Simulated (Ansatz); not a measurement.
In doubt: one-shot GW on d or f shells is unsure, so the values of those runs are not to be relied on.

BaSrCeSnO6 (F-43m), computed twice by G0W0.

```yaml
crystal:
  lattice:
    - [0.00000, 4.30146, 4.30146]
    - [4.30146, 0.00000, 4.30146]
    - [4.30146, 4.30146, 0.00000]
  atoms:
    - { symbol: Ba, position: [0.25000, 0.25000, 0.25000] }
    - { symbol: Sr, position: [0.75000, 0.75000, 0.75000] }
    - { symbol: Ce, position: [0.00000, 0.00000, 0.00000] }
    - { symbol: Sn, position: [0.50000, 0.50000, 0.50000] }
    - { symbol: O, position: [0.74192, 0.25808, 0.25808] }
    - { symbol: O, position: [0.25808, 0.74192, 0.74192] }
    - { symbol: O, position: [0.74192, 0.74192, 0.25808] }
    - { symbol: O, position: [0.25808, 0.25808, 0.74192] }
    - { symbol: O, position: [0.25808, 0.74192, 0.25808] }
    - { symbol: O, position: [0.74192, 0.25808, 0.74192] }
```

The cell and positions are those that the Materials Project relaxed with its own functionals (PBE, PBE+U or r2SCAN), kept fixed. Spin-orbit coupling is left out unless a run names it.

The first (Ansatz 0.2.0; start PBE, 4×4×4 mesh, 872 empty bands, screening to 180 eV, PAW set soft_1 files; 1 × NVIDIA H100 80GB HBM3 (shared by 6 runs) with 2 threads of AMD EPYC 7R13 (Zen 3), shared host) gave, on its mesh: starting gap 2.26 eV, G0W0 gap 4.80 eV, RPA ε∞ (mean) 4.60, 59 s.

**Question.** The second changes start from PBE to PBEsol. What does it give?

It gave: starting gap 2.25 eV, G0W0 gap 4.85 eV, RPA ε∞ (mean) 4.69, 51 s. The G0W0 gap moves by +0.05 eV, −0.005 eV from the start and +0.05 eV from the correction.

Limits: not at the basis limit; f levels unsure; no spin polarisation; f levels unsure; no spin-orbit coupling.

[Paths, hosts, dates, memory and timing lines, banners, echoed tables and standing remarks are left out of the program output.]

[Logs are printed without paths, hosts, clocks, repeated set-up lines and the standing remarks that a program may print on its own settings, such as how far it seeks lower states.]

[Runs of the session that timed out or met a known fault of the program may be left out.]

[Cells called generated may have been cut or substituted from an entry of the Crystallography Open Database or the Materials Project.]

[Hosts, paths, dates, database ids (printed as entryN), source tags and the programs' standing remarks are cut or masked in the printed files.]
